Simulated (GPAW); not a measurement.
# STM contrast on a 9-layer slab of Ag(110)

Wanted: filled- and empty-state images of a 9-layer slab of Ag(110), with its work function.

Program: GPAW 26.7.0. Level of theory: GPAW, PAW setups; slab in vacuum, relaxation, in the first sound run; inputs show where later runs differ. Results are calculated unless marked as measured.

Most raw output is cut from this account.

## Step 1: The starting structure

The cell holds 9 atoms: 9 Ag. Its edges and angles: a = 4.090 Å, b = 2.892 Å, c = 29.568 Å, α = 90.0°, β = 90.0°, γ = 90.0°. Vacuum lies along c.

## Step 2: Relaxing the atoms

The atoms are relaxed first, since the surface dipole, and with it the work function, follows the positions of the outer layers. The lowest 4 atoms are held at bulk positions and keep their forces.

run.py

```python
import json
import numpy as np
from ase import Atoms
from ase.constraints import FixAtoms
from ase.optimize import BFGS
from gpaw import GPAW, PW

slab = Atoms(
    ['Ag', 'Ag', 'Ag', 'Ag', 'Ag', 'Ag', 'Ag', 'Ag', 'Ag'],
    positions=[
        [0.00000, 0.00000, 9.00000],
        [2.04500, 1.44603, 10.44603],
        [0.00000, 0.00000, 11.89207],
        [2.04500, 1.44603, 13.33810],
        [0.00000, 0.00000, 14.78413],
        [2.04500, 1.44603, 16.23017],
        [0.00000, 0.00000, 17.67620],
        [2.04500, 1.44603, 19.12223],
        [0.00000, 0.00000, 20.56827]],
    cell=[[4.09, 0.0, 0.0], [0.0, 2.89207, 0.0], [0.0, 0.0, 29.56827]],
    pbc=[True, True, False])

slab.calc = GPAW(mode=PW(400), xc='PBE', kpts={'size': (8, 11, 1), 'gamma': True},
                 occupations={'name': 'fermi-dirac', 'width': 0.1}, nbands='160%',
                 convergence={'density': 1e-05}, maxiter=200,
                 poissonsolver={'dipolelayer': 'xy'},
                 symmetry={'tolerance': 1e-3, 'extra_ids': [1, 1, 1, 1, 0, 0, 0, 0, 0]}, txt='slab.txt')
result = {}
slab.set_constraint(FixAtoms([0, 1, 2, 3]))
path = []
opt = BFGS(slab, maxstep=0.2)
opt.attach(lambda: path.append((slab.get_potential_energy(), slab.positions.tolist(), slab.get_forces().tolist())))
result['relaxed'] = bool(opt.run(fmax=0.03, steps=40))
result['path'] = path
energy = slab.get_potential_energy()
fermi = slab.calc.get_fermi_level()
v = slab.calc.get_electrostatic_potential().mean((0, 1)) - fermi
n = slab.calc.get_pseudo_density().mean((0, 1))
L = slab.cell[2, 2]
z = np.arange(len(v)) * L / len(v)
low, high = slab.positions[:, 2].min(), slab.positions[:, 2].max()
below, above = np.interp([low - 6.8, high + 6.8], z, v)
slopes = [np.interp(x, z, np.gradient(v, z)) for x in (low - 6.8, high + 6.8)]
eps = np.array([[slab.calc.get_eigenvalues(k, s) for k in range(len(slab.calc.get_ibz_k_points()))]
                for s in range(slab.calc.get_number_of_spins())]) - fermi
top, bottom = eps[eps < 0].max(), eps[eps > 0].min()
dipole = slab.get_dipole_moment()[2]
print(f'energy {energy:.4f} eV, Fermi level {fermi:.4f} eV, dipole {dipole:.5f} e A')
print(f'potential 6.8 A off the faces, from the Fermi level: lower {below:.4f} eV, upper {above:.4f} eV')
print(f'slope of the potential there: lower {slopes[0]:.5f}, upper {slopes[1]:.5f} eV/A')
print(f'nearest levels on the mesh: {top:.4f} and {bottom:.4f} eV')
print('magnetic moment', round(slab.get_magnetic_moment(), 3))
result.update(energy=energy, fermi=fermi, dipole=dipole, below=below, above=above, slopes=slopes, edges=[top, bottom],
              z=z.tolist(), v=v.tolist(), n=n.tolist(), positions=slab.positions.tolist(),
              forces=slab.get_forces(apply_constraint=False).tolist(), moments=slab.get_magnetic_moments().tolist())
json.dump(result, open('result.json', 'w'))
```

Started as:

```
> OMP_NUM_THREADS=1 OPENBLAS_NUM_THREADS=1 python run.py
```

The job ended after 61 min (1 thread of Intel Xeon 6975P-C (Granite Rapids), shared host; peak memory 0.66 GiB).

Step by step:

```tsv
step	energy less that of the first step (eV)	largest force (eV/Å)
1	0.0000	0.3424
2	-0.0017	0.3196
3	-0.0139	0.1003
4	-0.0144	0.1080
5	-0.0152	0.1233
6	-0.0170	0.1455
7	-0.0195	0.1466
8	-0.0223	0.1141
9	-0.0240	0.1216
10	-0.0248	0.1375
11	-0.0258	0.1306
12	-0.0271	0.0894
13	-0.0282	0.0533
14	-0.0285	0.0245
```

The atoms that moved most (Å):

```tsv
atom	dx	dy	dz	length
Ag8	0.000	0.000	0.197	0.197
Ag9	0.000	0.000	0.133	0.133
Ag7	0.000	0.000	0.125	0.125
Ag6	0.000	0.000	0.090	0.090
Ag5	0.000	0.000	0.058	0.058
```

The relaxed structure:

```xyz
9
Lattice="4.0900 0.0000 0.0000 0.0000 2.8921 0.0000 0.0000 0.0000 29.5683" Properties=species:S:1:pos:R:3
Ag    0.0000    0.0000    9.0000
Ag    2.0450    1.4460   10.4460
Ag    0.0000    0.0000   11.8921
Ag    2.0450    1.4460   13.3381
Ag    0.0000    0.0000   14.8425
Ag    2.0450    1.4460   16.3200
Ag    0.0000    0.0000   17.8015
Ag    2.0450    1.4460   19.3188
Ag    0.0000    0.0000   20.7009
```

Numbers from this step:

| Property | Result |
| --- | --- |
| dipole along the normal | -4.10e-4 e·Å |
| levels nearest the Fermi level on the mesh | -0.02314, 0.01001 eV from the Fermi level |
| upper work function | 4.140 eV |
| lower work function | 4.130 eV |

The electrostatic potential energy of an electron (without an applied field's), less the Fermi level, planar mean oscillates, so the rows of the table below give means over windows of 1.48 Å about each position, cut where the curve ends. Its maxima inside the range that stand out by 2 % of the span (Å: eV): 9.7: -4.53, 11.2: -4.76, 12.6: -4.79, 14.0: -4.06, 15.6: -4.37, 17.1: -4.32, 18.6: -3.89, 20.1: -5.43. Its minima: 9.0: -11.3, 10.5: -11.9, 11.9: -11.9, 13.3: -11.8, 14.9: -11.7, 16.4: -11.8, 17.8: -11.7, 19.3: -11.9, 20.7: -11.5.

The electrostatic potential energy of an electron (without an applied field's), less the Fermi level, planar mean by z; means over each step:

z (Å), electrostatic potential energy of an electron (without an applied field's), less the Fermi level, planar mean (eV) and a bar from the least value:
```
     0.74        4.1 ##############################
     2.22        4.1 ##############################
     3.70        4.1 ##############################
     5.18        4.1 ##############################
     6.66        4.0 ##############################
     8.14       -0.8 ##################
     9.62       -8.1 ##
    11.10       -8.3 #
    12.58       -8.3 #
    14.06       -7.7 ##
    15.54       -8.0 ##
    17.02       -7.9 ##
    18.50       -7.6 ###
    19.98       -8.7 
    21.46       -1.8 ################
    22.94        4.0 ##############################
    24.42        4.1 ##############################
    25.90        4.1 ##############################
    27.38        4.1 ##############################
    28.86        4.1 ##############################
```

The pseudo valence density, planar mean oscillates, so the rows of the table below give means over windows of 1.48 Å about each position, cut where the curve ends. Its maxima inside the range that stand out by 2 % of the span (Å: e/Å³): 9.1: 1.56, 10.3: 1.56, 11.8: 1.60, 13.3: 1.62, 14.8: 1.60, 16.3: 1.60, 17.7: 1.60, 19.2: 1.55, 20.7: 1.61. Its minima: 9.7: 0.491, 11.2: 0.491, 12.7: 0.500, 14.2: 0.454, 15.6: 0.471, 17.1: 0.468, 18.6: 0.437, 20.1: 0.555.

Pseudo valence density, planar mean against z; means over each step:

```tsv
z (Å)	pseudo valence density, planar mean (e/Å³)
5.18	1.0e-4
6.66	0.00417
8.14	0.365
9.62	0.998
11.10	1.01
12.58	1.01
14.06	0.947
15.54	0.973
17.02	0.969
18.50	0.935
19.98	1.06
21.46	0.468
22.94	0.00549
24.42	1.3e-4
```

The relaxation lowered the energy of the cell by 0.0285 eV (energies extrapolated to zero smearing; the optimiser's log prints free energies). The largest force left on a free atom is 0.024 eV/Å.

## Step 3: The slab's potential

The work function is the vacuum plateau of the electrostatic potential less the Fermi level; a dipole layer lets the two faces have plateaus of their own.

This step: GPAW, PAW setups; slab in vacuum (GPAW 26.7.0).

Changes to run.py since step 2:

```diff
@@ -3,4 +3,3 @@
 from ase import Atoms
-from ase.constraints import FixAtoms
-from ase.optimize import BFGS
+from ase.dft.stm import STM
 from gpaw import GPAW, PW
@@ -14,7 +13,7 @@
         [2.04500, 1.44603, 13.33810],
-        [0.00000, 0.00000, 14.78413],
-        [2.04500, 1.44603, 16.23017],
-        [0.00000, 0.00000, 17.67620],
-        [2.04500, 1.44603, 19.12223],
-        [0.00000, 0.00000, 20.56827]],
+        [0.00000, 0.00000, 14.84255],
+        [2.04500, 1.44603, 16.32001],
+        [-0.00000, 0.00000, 17.80155],
+        [2.04500, 1.44603, 19.31876],
+        [-0.00000, -0.00000, 20.70087]],
     cell=[[4.09, 0.0, 0.0], [0.0, 2.89207, 0.0], [0.0, 0.0, 29.56827]],
@@ -26,10 +25,4 @@
                  poissonsolver={'dipolelayer': 'xy'},
-                 symmetry={'tolerance': 1e-3, 'extra_ids': [1, 1, 1, 1, 0, 0, 0, 0, 0]}, txt='slab.txt')
+                 symmetry={'tolerance': 1e-3}, txt='slab.txt')
 result = {}
-slab.set_constraint(FixAtoms([0, 1, 2, 3]))
-path = []
-opt = BFGS(slab, maxstep=0.2)
-opt.attach(lambda: path.append((slab.get_potential_energy(), slab.positions.tolist(), slab.get_forces().tolist())))
-result['relaxed'] = bool(opt.run(fmax=0.03, steps=40))
-result['path'] = path
 energy = slab.get_potential_energy()
@@ -55,2 +48,16 @@
               forces=slab.get_forces(apply_constraint=False).tolist(), moments=slab.get_magnetic_moments().tolist())
+
+# Images need the states of the whole zone, up to time reversal
+slab.calc = slab.calc.fixed_density(symmetry={'point_group': False}, txt='states.txt',
+                                    convergence={'bands': 'CBM+0.8'})
+stm = STM(slab)
+result['stm'] = []
+for bias in [-0.5, 0.5]:
+    height = high + 3.5
+    current = stm.get_averaged_current(bias, height)
+    x, y, h = stm.scan(bias, current)
+    i, f = divmod(height / L * stm.ldos.shape[2], 1)
+    I = abs((1 - f) * stm.ldos[:, :, int(i)] + f * stm.ldos[:, :, int(i) + 1])
+    print(f'bias {bias} V: mean current at 3.5 A {current:.4e}, corrugation {np.ptp(h):.4f} A')
+    result['stm'].append(dict(bias=bias, current=current, h=(h - high).tolist(), I=I.tolist()))
 json.dump(result, open('result.json', 'w'))
```

It took 11 min on 1 thread; peak memory 1.4 GiB.

Numbers from this step:

```
dipole along the normal                    : -7.72e-4 e·Å
levels nearest the Fermi level on the mesh : -0.02313, 0.009988 eV from the Fermi level
corrugation -0.5                           : 0.2437 Å
corrugation 0.5                            : 0.1959 Å
```

The electrostatic potential energy of an electron (without an applied field's), less the Fermi level, planar mean oscillates, so the rows of the table below give means over windows of 1.48 Å about each position, cut where the curve ends. Its maxima inside the range that stand out by 2 % of the span (Å: eV): 9.7: -4.53, 11.2: -4.76, 12.6: -4.79, 14.0: -4.06, 15.6: -4.37, 17.1: -4.32, 18.6: -3.89, 20.1: -5.43. Its minima: 9.0: -11.3, 10.5: -11.9, 11.9: -11.9, 13.3: -11.8, 14.9: -11.7, 16.4: -11.8, 17.8: -11.7, 19.3: -11.9, 20.7: -11.5.

Electrostatic potential energy of an electron (without an applied field's), less the Fermi level, planar mean against z; means over each step:

z (Å), electrostatic potential energy of an electron (without an applied field's), less the Fermi level, planar mean (eV) and a bar from the least value:
```
     0.74        4.1 ##############################
     2.22        4.1 ##############################
     3.70        4.1 ##############################
     5.18        4.1 ##############################
     6.66        4.0 ##############################
     8.14       -0.8 ##################
     9.62       -8.1 ##
    11.10       -8.3 #
    12.58       -8.3 #
    14.06       -7.7 ##
    15.54       -8.0 ##
    17.02       -7.9 ##
    18.50       -7.6 ###
    19.98       -8.7 
    21.46       -1.8 ################
    22.94        4.0 ##############################
    24.42        4.1 ##############################
    25.90        4.1 ##############################
    27.38        4.1 ##############################
    28.86        4.1 ##############################
```

The pseudo valence density, planar mean oscillates, so the rows of the table below give means over windows of 1.48 Å about each position, cut where the curve ends. Its maxima inside the range that stand out by 2 % of the span (Å: e/Å³): 9.1: 1.56, 10.3: 1.56, 11.8: 1.60, 13.3: 1.62, 14.8: 1.60, 16.3: 1.60, 17.7: 1.60, 19.2: 1.55, 20.7: 1.61. Its minima: 9.7: 0.491, 11.2: 0.491, 12.7: 0.500, 14.2: 0.454, 15.6: 0.471, 17.1: 0.468, 18.6: 0.437, 20.1: 0.555.

Pseudo valence density, planar mean against z; means over each step:

```tsv
z (Å)	pseudo valence density, planar mean (e/Å³)
5.18	1.0e-4
6.66	0.00417
8.14	0.365
9.62	0.998
11.10	1.01
12.58	1.01
14.06	0.947
15.54	0.973
17.02	0.969
18.50	0.935
19.98	1.06
21.46	0.468
22.94	0.00549
24.42	1.3e-4
```

Tip height over the top atom over a1 and a2. Sample bias -0.5 V, constant current at the mean current 3.5 Å over the top atom.

Values in Å, 14 rows by 16 columns, each cell a mean:
```
3.59 3.58 3.57 3.54 3.50 3.45 3.41 3.38 3.37 3.38 3.42 3.46 3.51 3.55 3.57 3.58
3.59 3.58 3.56 3.54 3.50 3.45 3.41 3.37 3.36 3.38 3.41 3.46 3.51 3.54 3.57 3.58
3.58 3.58 3.56 3.54 3.49 3.45 3.40 3.37 3.36 3.38 3.41 3.46 3.51 3.54 3.57 3.58
3.58 3.57 3.56 3.53 3.49 3.44 3.40 3.37 3.36 3.37 3.40 3.45 3.50 3.54 3.56 3.58
3.58 3.57 3.56 3.53 3.48 3.44 3.39 3.36 3.35 3.37 3.40 3.45 3.50 3.54 3.56 3.57
3.58 3.57 3.55 3.53 3.48 3.44 3.39 3.36 3.35 3.36 3.40 3.44 3.50 3.53 3.56 3.57
3.58 3.57 3.55 3.52 3.48 3.43 3.39 3.36 3.35 3.36 3.40 3.44 3.49 3.53 3.55 3.57
3.58 3.57 3.55 3.53 3.48 3.44 3.39 3.36 3.35 3.36 3.40 3.44 3.50 3.53 3.56 3.57
3.58 3.57 3.56 3.53 3.48 3.44 3.39 3.36 3.35 3.37 3.40 3.45 3.50 3.54 3.56 3.57
3.58 3.57 3.56 3.53 3.49 3.44 3.40 3.37 3.36 3.37 3.40 3.45 3.50 3.54 3.56 3.58
3.58 3.58 3.56 3.54 3.49 3.45 3.40 3.37 3.36 3.38 3.41 3.46 3.51 3.54 3.57 3.58
3.59 3.58 3.56 3.54 3.50 3.45 3.41 3.37 3.36 3.38 3.41 3.46 3.51 3.54 3.57 3.58
3.59 3.58 3.57 3.54 3.50 3.45 3.41 3.38 3.37 3.38 3.42 3.46 3.51 3.55 3.57 3.58
3.59 3.58 3.57 3.54 3.50 3.46 3.41 3.38 3.37 3.38 3.42 3.46 3.51 3.55 3.57 3.59
```
Columns: a1 from 0 to 0.95; rows upwards: a2 from 0 to 0.929.

Local density of states summed over the bias window over a1 and a2. Sample bias -0.5 V, constant height 3.5 Å over the top atom.

Values in units of 1e-5 arbitrary, 14 rows by 16 columns, each cell a mean:
```
1.6 1.6 1.5 1.4 1.3 1.2 1.1 1.0 1.0 1.0 1.1 1.2 1.3 1.4 1.5 1.6
1.6 1.6 1.5 1.4 1.3 1.1 1.0 1.0 1.0 1.0 1.1 1.2 1.3 1.4 1.5 1.6
1.6 1.6 1.5 1.4 1.3 1.1 1.0 1.0 1.0 1.0 1.1 1.2 1.3 1.4 1.5 1.6
1.6 1.6 1.5 1.4 1.2 1.1 1.0 1.0 0.9 1.0 1.0 1.1 1.3 1.4 1.5 1.6
1.6 1.5 1.5 1.4 1.2 1.1 1.0 1.0 0.9 1.0 1.0 1.1 1.3 1.4 1.5 1.6
1.6 1.5 1.5 1.4 1.2 1.1 1.0 1.0 0.9 1.0 1.0 1.1 1.3 1.4 1.5 1.5
1.6 1.5 1.4 1.4 1.2 1.1 1.0 0.9 0.9 1.0 1.0 1.1 1.3 1.4 1.5 1.5
1.6 1.5 1.5 1.4 1.2 1.1 1.0 1.0 0.9 1.0 1.0 1.1 1.3 1.4 1.5 1.5
1.6 1.5 1.5 1.4 1.2 1.1 1.0 1.0 0.9 1.0 1.0 1.1 1.3 1.4 1.5 1.6
1.6 1.6 1.5 1.4 1.2 1.1 1.0 1.0 0.9 1.0 1.0 1.1 1.3 1.4 1.5 1.6
1.6 1.6 1.5 1.4 1.3 1.1 1.0 1.0 1.0 1.0 1.1 1.2 1.3 1.4 1.5 1.6
1.6 1.6 1.5 1.4 1.3 1.1 1.0 1.0 1.0 1.0 1.1 1.2 1.3 1.4 1.5 1.6
1.6 1.6 1.5 1.4 1.3 1.2 1.1 1.0 1.0 1.0 1.1 1.2 1.3 1.4 1.5 1.6
1.7 1.6 1.5 1.4 1.3 1.2 1.1 1.0 1.0 1.0 1.1 1.2 1.3 1.4 1.5 1.6
```
Columns: a1 from 0 to 0.95; rows upwards: a2 from 0 to 0.929.

Tip height over the top atom over a1 and a2. Sample bias 0.5 V, constant current at the mean current 3.5 Å over the top atom.

Ten even steps from '0' (3.38 Å) to '9' (3.58 Å):
```
99987643211123467899
99987643210123467899
99987543100013457899
99887542100012457889
99876542100012456789
98876532100012356788
98876532100012356788
98876532100012356788
99876542100012456789
99887542100012457889
99987543100013457899
99987643210123467899
99987643211123467899
99987643211123467899
```
Columns: a1 from 0 to 0.95; rows upwards: a2 from 0 to 0.929.

Local density of states summed over the bias window over a1 and a2. Sample bias 0.5 V, constant height 3.5 Å over the top atom.

Ten even steps from '_' (4.39 × 1e-5 arbitrary) to '@' (6.43 × 1e-5 arbitrary):
```
@@@@%%##**++--::..______..::--++**##%%@@
@@@@%%##**==--::..______..::--==**##%%@@
@@@@%%##**==--::..______..::--==**##%%@@
%%%%%%##++==--::..______..::--==++##%%%%
%%%%##**++==--..__________..--==++**##%%
%%%%##**++==::..__________..::==++**##%%
%%%%##**++==::..__________..::==++**##%%
%%%%##**++==::..__________..::==++**##%%
%%%%##**++==--..__________..--==++**##%%
%%%%%%##++==--::..______..::--==++##%%%%
@@@@%%##**==--::..______..::--==**##%%@@
@@@@%%##**==--::..______..::--==**##%%@@
@@@@%%##**++--::..______..::--++**##%%@@
@@@@%%##**++--::....__....::--++**##%%@@
```
Columns: a1 from 0 to 0.95; rows upwards: a2 from 0 to 0.929.

Force by atom:

```tsv
atom	x (eV/Å)	y (eV/Å)	z (eV/Å)	size
Ag1	0.000	0.000	0.065	0.065
Ag2	0.000	0.000	-0.332	0.332
Ag3	0.000	0.000	0.049	0.049
Ag4	0.000	0.000	0.225	0.225
Ag5	0.000	0.000	-0.011	0.011
Ag6	0.000	0.000	-0.007	0.007
Ag7	0.000	0.000	-0.014	0.014
Ag8	0.000	0.000	0.024	0.024
Ag9	0.000	0.000	0.000	0.000
```

The potential is flat to 1.5e-4 eV/Å where it is read, so the vacuum is wide enough.

## Step 4: A changed run

One more run, with changed settings.

Changes to run.py since step 3:

```diff
@@ -3,3 +3,2 @@
 from ase import Atoms
-from ase.dft.stm import STM
 from gpaw import GPAW, PW
@@ -23,3 +22,3 @@
                  occupations={'name': 'fermi-dirac', 'width': 0.1}, nbands='160%',
-                 convergence={'density': 1e-05}, maxiter=200,
+                 convergence={'density': 1e-05}, maxiter=3,
                  poissonsolver={'dipolelayer': 'xy'},
@@ -48,16 +47,2 @@
               forces=slab.get_forces(apply_constraint=False).tolist(), moments=slab.get_magnetic_moments().tolist())
-
-# Images need the states of the whole zone, up to time reversal
-slab.calc = slab.calc.fixed_density(symmetry={'point_group': False}, txt='states.txt',
-                                    convergence={'bands': 'CBM+0.8'})
-stm = STM(slab)
-result['stm'] = []
-for bias in [-0.5, 0.5]:
-    height = high + 3.5
-    current = stm.get_averaged_current(bias, height)
-    x, y, h = stm.scan(bias, current)
-    i, f = divmod(height / L * stm.ldos.shape[2], 1)
-    I = abs((1 - f) * stm.ldos[:, :, int(i)] + f * stm.ldos[:, :, int(i) + 1])
-    print(f'bias {bias} V: mean current at 3.5 A {current:.4e}, corrugation {np.ptp(h):.4f} A')
-    result['stm'].append(dict(bias=bias, current=current, h=(h - high).tolist(), I=I.tolist()))
 json.dump(result, open('result.json', 'w'))
```

Run time: 72 s. Hardware: 1 thread; peak memory 0.64 GiB.

The fault put into the input: too few SCF iterations (maxiter = 3).

## Step 5: Summary of results

| Property | Result |
| --- | --- |
| work function, upper and lower face | 4.140 and 4.130 eV |
| dipole along the normal | -7.7e-4 e Å |
| corrugation at -0.5 V | 0.244 Å |
| corrugation at 0.5 V | 0.196 Å |

What this shows: The corrugation at constant current is largest at -0.5 V, where the tip height varies by 0.24 Å over the cell. Negative sample bias images filled states, positive bias empty ones. The measured value for this face is 4.1 eV (as compiled in "Anisotropic work function of elemental crystals", 2019, arxiv:1902.07811); the relaxed upper face lies 0.040 eV over it with PBE. Measured work functions scatter by a tenth of an eV or more between methods. The images are of Tersoff-Hamann type: an s-wave tip, no tip-sample forces, heights closer than in a microscope. The small printed dipole stands for a step of 12 meV from the lower to the upper face, and the probes find 10 meV; values this small are near the numerical noise of both. The in-plane lattice was kept as typed, which isn't the functional's own and leaves some strain; spin-orbit coupling and temperature are left out.

[Logs are printed without paths, hosts, clocks, repeated set-up lines and the standing remarks that a program may print on its own settings, such as how far it seeks lower states.]

[Hosts, paths, dates, database ids (printed as entryN), source tags and the programs' standing remarks are cut or masked in the printed files.]
